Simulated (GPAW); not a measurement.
# MnGaGe: a ladder in all numerical settings together

Two starts of MnGaGe are run at each rung of all numerical settings together. Which rung is enough?

Main program and level: GPAW 26.7.0; LDA; plane waves with GPAW's PAW setups, scalar-relativistic.

### Step 1. The structure

Symmetry: P4/nmm, No. 129, tetragonal system. Conventional cell: a = 3.946 Å, b = 3.946 Å, c = 5.911 Å, α = 90.00°, β = 90.00°, γ = 90.00°. Nearest to Mn lie 4 Ge at 2.58 Å and 4 Ga at 2.64 Å and 4 Mn at 2.79 Å. Ga has 5 Ge at 2.50 to 2.79 Å and 4 Mn at 2.64 Å nearest. Nearest to Ge lie 5 Ga at 2.50 to 2.79 Å and 4 Mn at 2.58 Å. Farther neighbours are not listed.

The cell comes from a database of computed structures and need not be the stable phase.

### Step 2. Rung 1 (280 eV, mesh 4×4×2), start ferro ++

Several settings change at once from rung to rung, from a quick look to a careful run; the headings and inputs name them.

Input file order1.py:

```python
import json
import numpy as np
from ase import Atoms
from ase.parallel import paropen, parprint
from gpaw import GPAW

atoms = Atoms(['Mn', 'Mn', 'Ga', 'Ga', 'Ge', 'Ge'],
    cell=[[3.945957, 0.0, 0.0],
         [0.0, 3.945957, 0.0],
         [0.0, 0.0, 5.910882]],
    scaled_positions=[[0.0, 0.0, 0.0],
         [0.5, 0.5, 0.0],
         [0.0, 0.5, 0.703773],
         [0.5, 0.0, 0.296227],
         [0.0, 0.5, 0.280947],
         [0.5, 0.0, 0.719053]],
    pbc=True,
    magmoms=[3.5, 3.5, 0.0, 0.0, 0.0, 0.0])
atoms.calc = GPAW(mode={'name': 'pw', 'ecut': 280},
    xc='LDA',
    kpts={'size': (4, 4, 2), 'gamma': True},
    occupations={'name': 'fermi-dirac', 'width': 0.2},
    convergence={'density': 1e-05, 'energy': 1e-05},
    maxiter=200,
    symmetry={'tolerance': 1e-4},
    txt='order1.txt')
e = atoms.get_potential_energy(force_consistent=True)
res = {'free_energy': e, 'energy_sigma0': atoms.get_potential_energy(), 'fermi_energy': atoms.calc.get_fermi_level()}
res['moments'] = atoms.get_magnetic_moments().tolist()
res['total'] = atoms.get_magnetic_moment()
parprint('site moments (muB):', np.round(res['moments'], 3))
parprint(f"total moment: {res['total']:.3f} muB")
parprint(f'free energy: {e:.6f} eV')
atoms.calc.write('order1.gpw')
with paropen('results.json', 'w') as f:
    json.dump(res, f)
```

Run with:

```console
$ OMP_NUM_THREADS=1 mpirun -n 2 gpaw python order1.py > order1.log
```

Numbers of over 12 decimals in the logs are rounded to 6 here.

Output:

```text
site moments (muB): [ 1.829  1.829 -0.026 -0.026 -0.034 -0.034]
total moment: 3.622 muB
free energy: -39.718841 eV

--- order1.txt ---
Input parameters:
  mode=PW(ecut=280),
  convergence={'density': 1e-05, 'energy': 1e-05},
  kpts=MonkhorstPack(size=(4, 4, 2), gamma=True),
  maxiter=200,
  occupations=Occupations(name='fermi-dirac', width=0.2),
  symmetry=Symmetry(tolerance=0.0001),
  xc=XC(name='LDA')

Diagonalizing LCAO Hamiltonian
Converting LCAO to pw mode
   .---------.
  /|         |
 * |         |
 |Ga         |
 | |  Ge     |
 | |         |
 |Ge         |
 | .--Ga-----.
 |/    Mn   /
 Mn--------*

Atoms  # Å, Bohr magnetons
|   | symbol |        x |        y |        z |    initial magnetic moments |
|---|--------|----------|----------|----------|-----------------------------|
| 0 |     Mn | 0.000000 | 0.000000 | 0.000000 | ( 0.0000,  0.0000,  3.5000) |
| 1 |     Mn | 1.972978 | 1.972978 | 0.000000 | ( 0.0000,  0.0000,  3.5000) |
| 2 |     Ga | 0.000000 | 1.972978 | 4.159919 | ( 0.0000,  0.0000,  0.0000) |
| 3 |     Ga | 1.972978 | 0.000000 | 1.750963 | ( 0.0000,  0.0000,  0.0000) |
| 4 |     Ge | 0.000000 | 1.972978 | 1.660645 | ( 0.0000,  0.0000,  0.0000) |
| 5 |     Ge | 1.972978 | 0.000000 | 4.250237 | ( 0.0000,  0.0000,  0.0000) |

Unit cell  # Å
| periodic |        x |        y |        z |  lengths |    angles |
|----------|----------|----------|----------|----------|-----------|
|      yes | 3.945957 | 0.000000 | 0.000000 | 3.945957 | 90.000000 |
|      yes | 0.000000 | 3.945957 | 0.000000 | 3.945957 | 90.000000 |
|      yes | 0.000000 | 0.000000 | 5.910882 | 5.910882 | 90.000000 |

Number of symmetries: 8

BZ-sampling:
  Number of BZ points: 32
  Number of IBZ points: 12

  Monkhorst-Pack size: [4, 4, 2]
  Monkhorst-Pack shift: [0.125, 0.125, 0.25]

Plane wave coefficients: 986
Cutoff: 280.0 eV

Spin-components: 2 (collinear spins)
Bands:           35
Projectors:      32
Spin-degeneracy: 1
Datatype:        complex128

Parallelization:
  kpt:    2
  domain: 1
  band:   1

Density:
  Valence electrons: 44.0
  Components: 2
  Grid points: [16 16 24]
  Charge: 0.0  # |e|

Potential:
  Grid points: [16 16 24]

[... setups left out ...]
Reference energy: -282562.691582  # eV

eigensolver:
  PPCG
  Converge bands: occupied
  niter=2

density mixing:
  MSR1-Mixer
  Pratt-step length: 0.05
  Maximum mixing coefficient: 0.75
  Old densities: 10
  SVD Regularization: 0.005
  Good broyden scale: 1.0
  Trust region scale: 1.0
  Backstep threshold: 4.0
  History deletion threshold: 6.0
  Fourier metric: weight=20.0, sigma=0.015

occupation numbers:
  Fermi-Dirac:
    width: 0.2000  # eV

poisson solver:
  ecut: 2240.0  # eV

xc functional:
  name: None

convergence criteria:
- Maximum integral of absolute [dens]ity change: 1e-05 electrons / valence electron
- Maximum [total energy] change in last 3 cyles: 1e-05 eV / valence electron
- Maximum integral of absolute [eigenst]ate change: 4e-08 eV^2 / valence electron
maximum number of iterations: 200

SCF iterations
|iter     |      energy | eigst |  dens |  magmom |
|---------|-------------|-------|-------|---------|
|iter:   1|       0s |  -40.663013 | +0.10 |       |  +7.0157|
|iter:   2|       1s |  -39.689448 | -1.66 | -0.84 |  +6.8960|
|iter:   3|       2s |  -39.266954 | -1.81 | -0.97 |  +6.5242|
|iter:   4|       2s |  -39.318685 | -2.65 | -1.15 |  +5.7697|
|iter:   5|       3s |  -39.413636 | -2.90 | -1.38 |  +4.9442|
|iter:   6|       4s |  -39.785814 | -2.24 | -1.71 |  +4.5620|
|iter:   7|       5s |  -39.457544 | -2.26 | -1.27 |  +4.2307|
|iter:   8|       6s |  -39.463739 | -3.38 | -1.83 |  +3.8191|
|iter:   9|       6s |  -39.465013 | -3.81 | -2.01 |  +3.7042|
|iter:  10|       7s |  -39.462592 | -4.37 | -2.52 |  +3.5960|
|iter:  11|       8s |  -39.462471 | -5.92 | -3.14 |  +3.6138|
|iter:  12|       9s |  -39.462361c| -6.97 | -3.62 |  +3.6201|
|iter:  13|       9s |  -39.462310c| -7.77c| -4.16 |  +3.6221|
|iter:  14|      10s |  -39.462305c| -7.99c| -4.79 |  +3.6224|
|iter:  15|      10s |  -39.462305c| -8.86c| -5.30c|  +3.6224|

Converged in 15 steps
Energy contributions relative to reference atoms: (reference = -282562.691582)

Energy contributions:
  Kinetic:          50.691566
  Coulomb:         -41.221429
  Zero:              0.406819
  External:          0.000000
  Xc:              -49.082726
  Entropy:          -0.513071
  Spinorbit:         0.000000
  ----------------------------
  Free energy:     -39.718841
  Extrapolated:    -39.462305

dipole moment: (-31.982643, -31.982643, -26.669036)  # |e|*Ang

Total magnetic moment: (0.000000, 0.000000, 3.622403)

Local magnetic moments
|        x |        y |         z |
|----------|----------|-----------|
| 0.000000 | 0.000000 |  1.829077 |  # Mn   0
| 0.000000 | 0.000000 |  1.828894 |  # Mn   1
| 0.000000 | 0.000000 | -0.025926 |  # Ga   2
| 0.000000 | 0.000000 | -0.025926 |  # Ga   3
| 0.000000 | 0.000000 | -0.033720 |  # Ge   4
| 0.000000 | 0.000000 | -0.033720 |  # Ge   5

Fermi level: 8.170
Eigenvalues  # (at kpt = [0.000, 0.000, 0.000])
| band index |      eig [eV] | occ [0-1] |      eig [eV] | occ [0-1] |
|------------|---------------|-----------|---------------|-----------|
|          0 |       -71.049 |     1.000 |       -69.094 |     1.000 |
|        ... |               |           |               |           |
|         15 |         5.532 |     1.000 |         5.580 |     1.000 |
|         16 |         5.532 |     1.000 |         6.129 |     1.000 |
|         17 |         5.702 |     1.000 |         6.564 |     1.000 |
|         18 |         6.486 |     1.000 |         7.472 |     0.970 |
|         19 |         6.745 |     0.999 |         7.714 |     0.907 |
|         20 |         7.000 |     0.997 |         7.908 |     0.788 |
|         21 |         7.000 |     0.997 |         8.629 |     0.092 |
|         22 |         7.500 |     0.966 |         8.629 |     0.092 |
|         23 |         7.633 |     0.936 |         9.640 |     0.001 |
|         24 |         8.580 |     0.114 |        10.031 |     0.000 |
|         25 |        10.909 |     0.000 |        11.708 |     0.000 |
|         26 |        10.909 |     0.000 |        11.708 |     0.000 |
|         27 |        12.050 |     0.000 |        12.647 |     0.000 |
|         28 |        12.074 |     0.000 |        12.741 |     0.000 |
|         29 |        13.106 |     0.000 |        13.322 |     0.000 |
|        ... |               |           |               |           |
|         34 |        14.524 |     0.000 |        14.603 |     0.000 |

No gap
No difference between direct/indirect transitions
```

Elapsed: 14 s, on 2 MPI ranks of Arm Neoverse V1, shared host; peak memory 0.35 GiB.

Spin moment in the augmentation sphere by atom:

```tsv
atom	spin moment in the augmentation sphere (μB)
Mn1	1.83
Mn2	1.83
Ga3	-0.03
Ga4	-0.03
Ge5	-0.03
Ge6	-0.03
```

Read from the output:

- magnetization: 3.622 μB
- final state: ferromagnetic

After 15 cycles the largest moment stands at 1.83 μB.

### Step 3. Rung 1 (280 eV, mesh 4×4×2), start antiferro +-

The second start gives the energy difference between the two end states, the quantity that is followed up the ladder.

order2.py is the script of step 2 with these lines changed:

```diff
@@ -17,3 +17,3 @@
     pbc=True,
-    magmoms=[3.5, 3.5, 0.0, 0.0, 0.0, 0.0])
+    magmoms=[3.5, -3.5, 0.0, 0.0, 0.0, 0.0])
 atoms.calc = GPAW(mode={'name': 'pw', 'ecut': 280},
@@ -25,3 +25,3 @@
     symmetry={'tolerance': 1e-4},
-    txt='order1.txt')
+    txt='order2.txt')
 e = atoms.get_potential_energy(force_consistent=True)
@@ -33,3 +33,3 @@
 parprint(f'free energy: {e:.6f} eV')
-atoms.calc.write('order1.gpw')
+atoms.calc.write('order2.gpw')
 with paropen('results.json', 'w') as f:
```

Run with:

```console
$ OMP_NUM_THREADS=1 mpirun -n 2 gpaw python order2.py > order2.log
```

Output:

```text
site moments (muB): [ 1.983 -1.983  0.     0.    -0.    -0.   ]
total moment: 0.000 muB
free energy: -39.601442 eV

--- order2.txt ---
Input parameters:
  mode=PW(ecut=280),
  convergence={'density': 1e-05, 'energy': 1e-05},
  kpts=MonkhorstPack(size=(4, 4, 2), gamma=True),
  maxiter=200,
  occupations=Occupations(name='fermi-dirac', width=0.2),
  symmetry=Symmetry(tolerance=0.0001),
  xc=XC(name='LDA')

Diagonalizing LCAO Hamiltonian
Converting LCAO to pw mode
   .---------.
  /|         |
 * |         |
 |Ga         |
 | |  Ge     |
 | |         |
 |Ge         |
 | .--Ga-----.
 |/    Mn   /
 Mn--------*

Atoms  # Å, Bohr magnetons
|   | symbol |        x |        y |        z |    initial magnetic moments |
|---|--------|----------|----------|----------|-----------------------------|
| 0 |     Mn | 0.000000 | 0.000000 | 0.000000 | ( 0.0000,  0.0000,  3.5000) |
| 1 |     Mn | 1.972978 | 1.972978 | 0.000000 | ( 0.0000,  0.0000, -3.5000) |
| 2 |     Ga | 0.000000 | 1.972978 | 4.159919 | ( 0.0000,  0.0000,  0.0000) |
| 3 |     Ga | 1.972978 | 0.000000 | 1.750963 | ( 0.0000,  0.0000,  0.0000) |
| 4 |     Ge | 0.000000 | 1.972978 | 1.660645 | ( 0.0000,  0.0000,  0.0000) |
| 5 |     Ge | 1.972978 | 0.000000 | 4.250237 | ( 0.0000,  0.0000,  0.0000) |

Number of symmetries: 8

BZ-sampling:
  Number of BZ points: 32
  Number of IBZ points: 12

  Monkhorst-Pack size: [4, 4, 2]
  Monkhorst-Pack shift: [0.125, 0.125, 0.25]

Plane wave coefficients: 986
Cutoff: 280.0 eV

Spin-components: 2 (collinear spins)
Bands:           31
Projectors:      32
Spin-degeneracy: 1
Datatype:        complex128

Parallelization:
  kpt:    2
[...]
|iter:  14|       9s |  -39.308404c| -8.50c| -5.03c|  +0.0000|

Converged in 14 steps
Energy contributions relative to reference atoms: (reference = -282562.691582)

Energy contributions:
  Kinetic:          53.977771
  Coulomb:         -43.871673
  Zero:              0.399640
  External:          0.000000
  Xc:              -49.521104
  Entropy:          -0.586077
  Spinorbit:         0.000000
  ----------------------------
  Free energy:     -39.601442
  Extrapolated:    -39.308404

dipole moment: (-31.981430, -31.981430, -26.655457)  # |e|*Ang

Total magnetic moment: (0.000000, 0.000000, 0.000000)

Local magnetic moments
|        x |        y |         z |
|----------|----------|-----------|
| 0.000000 | 0.000000 |  1.983344 |  # Mn   0
| 0.000000 | 0.000000 | -1.983344 |  # Mn   1
| 0.000000 | 0.000000 |  0.000000 |  # Ga   2
| 0.000000 | 0.000000 |  0.000000 |  # Ga   3
| 0.000000 | 0.000000 | -0.000000 |  # Ge   4
| 0.000000 | 0.000000 | -0.000000 |  # Ge   5

Fermi level: 8.145
Eigenvalues  # (at kpt = [0.000, 0.000, 0.000])
| band index |      eig [eV] | occ [0-1] |      eig [eV] | occ [0-1] |
|------------|---------------|-----------|---------------|-----------|
|          0 |       -71.100 |     1.000 |       -71.100 |     1.000 |
|        ... |               |           |               |           |
|         15 |         5.573 |     1.000 |         5.573 |     1.000 |
|         16 |         5.782 |     1.000 |         5.782 |     1.000 |
|         17 |         5.815 |     1.000 |         5.815 |     1.000 |
|         18 |         6.556 |     1.000 |         6.556 |     1.000 |
[...]
|         27 |        12.399 |     0.000 |        12.399 |     0.000 |
|         28 |        12.497 |     0.000 |        12.497 |     0.000 |
|         29 |        13.187 |     0.000 |        13.187 |     0.000 |
|         30 |        13.187 |     0.000 |        13.187 |     0.000 |

No gap
No difference between direct/indirect transitions
```

Wall time 12 s (2 MPI ranks); peak memory 0.35 GiB; 25 s of CPU time.

Spin moment in the augmentation sphere by atom:

```tsv
atom	spin moment in the augmentation sphere (μB)
Mn1	1.98
Mn2	-1.98
Ga3	0.00
Ga4	0.00
Ge5	0.00
Ge6	0.00
```

Read from the output:

- magnetization: 0 μB
- final state: antiferromagnetic

This start lies +58.7 meV a seeded atom from the first; its largest moment is 1.98 μB.

### Step 4. Rung 2 (380 eV, mesh 4×4×4), start ferro ++

order1.py is the script of step 2 with these lines changed:

```diff
@@ -18,6 +18,6 @@
     magmoms=[3.5, 3.5, 0.0, 0.0, 0.0, 0.0])
-atoms.calc = GPAW(mode={'name': 'pw', 'ecut': 280},
+atoms.calc = GPAW(mode={'name': 'pw', 'ecut': 380},
     xc='LDA',
-    kpts={'size': (4, 4, 2), 'gamma': True},
-    occupations={'name': 'fermi-dirac', 'width': 0.2},
+    kpts={'size': (4, 4, 4), 'gamma': True},
+    occupations={'name': 'fermi-dirac', 'width': 0.15},
     convergence={'density': 1e-05, 'energy': 1e-05},
```

Run with:

```console
$ OMP_NUM_THREADS=1 mpirun -n 2 gpaw python order1.py > order1.log
```

Output:

```text
site moments (muB): [ 1.831  1.831 -0.028 -0.028 -0.036 -0.036]
total moment: 3.607 muB
free energy: -39.859084 eV

--- order1.txt ---
Input parameters:
  mode=PW(ecut=380),
  convergence={'density': 1e-05, 'energy': 1e-05},
  kpts=MonkhorstPack(size=(4, 4, 4), gamma=True),
  maxiter=200,
  occupations=Occupations(name='fermi-dirac', width=0.15),
  symmetry=Symmetry(tolerance=0.0001),
  xc=XC(name='LDA')

[...]
|         18 |         6.512 |     1.000 |         7.454 |     0.994 |
[...]
|         27 |        12.028 |     0.000 |        12.645 |     0.000 |
|         28 |        12.080 |     0.000 |        12.728 |     0.000 |
|         29 |        13.101 |     0.000 |        13.311 |     0.000 |
|        ... |               |           |               |           |
|         34 |        14.519 |     0.000 |        14.597 |     0.000 |

No gap
No difference between direct/indirect transitions

[key lines of the parts left out:]
Free energy:     -39.859084
Converged in 14 steps
dipole moment: (-31.983706, -31.983706, -26.679967)  # |e|*Ang
Fermi level: 8.222
```

Wall time 30 s (2 MPI ranks); peak memory 0.39 GiB.

Numbers from this step:

```yaml
magnetization: 3.607 μB
final_state: ferromagnetic
largest_moment: 1.831 μB
```

The largest moment is that of rung 1, at 2.1 times its CPU time.

### Step 5. Rung 2 (380 eV, mesh 4×4×4), start antiferro +-

order2.py is the script of step 3 with these lines changed:

```diff
@@ -18,6 +18,6 @@
     magmoms=[3.5, -3.5, 0.0, 0.0, 0.0, 0.0])
-atoms.calc = GPAW(mode={'name': 'pw', 'ecut': 280},
+atoms.calc = GPAW(mode={'name': 'pw', 'ecut': 380},
     xc='LDA',
-    kpts={'size': (4, 4, 2), 'gamma': True},
-    occupations={'name': 'fermi-dirac', 'width': 0.2},
+    kpts={'size': (4, 4, 4), 'gamma': True},
+    occupations={'name': 'fermi-dirac', 'width': 0.15},
     convergence={'density': 1e-05, 'energy': 1e-05},
```

Run with:

```console
$ OMP_NUM_THREADS=1 mpirun -n 2 gpaw python order2.py > order2.log
```

Output:

```text
site moments (muB): [ 2.103 -2.103  0.     0.     0.     0.   ]
total moment: -0.000 muB
free energy: -39.679636 eV

--- order2.txt ---
Input parameters:
  mode=PW(ecut=380),
  convergence={'density': 1e-05, 'energy': 1e-05},
  kpts=MonkhorstPack(size=(4, 4, 4), gamma=True),
  maxiter=200,
  occupations=Occupations(name='fermi-dirac', width=0.15),
  symmetry=Symmetry(tolerance=0.0001),
  xc=XC(name='LDA')

[...]
|         17 |         5.804 |     1.000 |         5.804 |     1.000 |
|         18 |         6.528 |     1.000 |         6.528 |     1.000 |
[...]
|         27 |        12.410 |     0.000 |        12.410 |     0.000 |
|         28 |        12.494 |     0.000 |        12.494 |     0.000 |
|         29 |        13.176 |     0.000 |        13.176 |     0.000 |
|         30 |        13.176 |     0.000 |        13.176 |     0.000 |

No gap
No difference between direct/indirect transitions

[key lines of the parts left out:]
Free energy:     -39.679636
Converged in 15 steps
dipole moment: (-31.982037, -31.982037, -26.657811)  # |e|*Ang
Fermi level: 8.142
```

Run time: 29 s. Hardware: 2 MPI ranks; peak memory 0.38 GiB; 57 s of CPU time.

Read from the output:

| Property | Result |
| --- | --- |
| magnetization | 0 μB |
| final state | antiferromagnetic |
| largest moment | 2.103 μB |

This start lies +89.7 meV a seeded atom from the first, a change of +31.0 meV since rung 1; its largest moment is 2.10 μB.

### Step 6. Rung 3 (500 eV, mesh 6×6×6), start ferro ++

order1.py is the script of step 4 with these lines changed:

```diff
@@ -18,6 +18,6 @@
     magmoms=[3.5, 3.5, 0.0, 0.0, 0.0, 0.0])
-atoms.calc = GPAW(mode={'name': 'pw', 'ecut': 380},
+atoms.calc = GPAW(mode={'name': 'pw', 'ecut': 500},
     xc='LDA',
-    kpts={'size': (4, 4, 4), 'gamma': True},
-    occupations={'name': 'fermi-dirac', 'width': 0.15},
+    kpts={'size': (6, 6, 6), 'gamma': True},
+    occupations={'name': 'fermi-dirac', 'width': 0.1},
     convergence={'density': 1e-05, 'energy': 1e-05},
```

Run with:

```console
$ OMP_NUM_THREADS=1 mpirun -n 2 gpaw python order1.py > order1.log
```

Output:

```text
site moments (muB): [ 1.893  1.893 -0.026 -0.026 -0.035 -0.035]
total moment: 3.754 muB
free energy: -39.820961 eV

--- order1.txt ---
Input parameters:
  mode=PW(ecut=500),
  convergence={'density': 1e-05, 'energy': 1e-05},
  kpts=MonkhorstPack(size=(6, 6, 6), gamma=True),
  maxiter=200,
  occupations=Occupations(name='fermi-dirac', width=0.1),
  symmetry=Symmetry(tolerance=0.0001),
  xc=XC(name='LDA')

[...]
|         18 |         6.485 |     1.000 |         7.453 |     1.000 |
[...]
|         27 |        12.005 |     0.000 |        12.659 |     0.000 |
|         28 |        12.069 |     0.000 |        12.734 |     0.000 |
|         29 |        13.093 |     0.000 |        13.313 |     0.000 |
|        ... |               |           |               |           |
|         34 |        14.516 |     0.000 |        14.603 |     0.000 |

No gap
No difference between direct/indirect transitions

[key lines of the parts left out:]
Free energy:     -39.820961
Converged in 17 steps
dipole moment: (-31.983318, -31.983318, -26.676941)  # |e|*Ang
Fermi level: 8.261
```

The job ended after 96 s (2 MPI ranks; peak memory 0.5 GiB; 3.2 min of CPU time).

Numbers from this step:

```
magnetization  : 3.754 μB
final state    : ferromagnetic
largest moment : 1.893 μB
```

The largest moment moves by +0.06 μB from rung 2, at 3.2 times its CPU time.

[end of part 1 of 2]

[Logs and program files are shortened in this print: banners, set-up blocks, solver, clock and traceback lines can be left out without a mark of their own.]

[Logs are printed without paths, hosts, clocks, repeated set-up lines and the standing remarks that a program may print on its own settings, such as how far it seeks lower states.]

[Hosts, paths, dates, database ids (printed as entryN), source tags and the programs' standing remarks are cut or masked in the printed files.]

[Where a cell is said to come from a database of computed structures, the database is the Materials Project.]
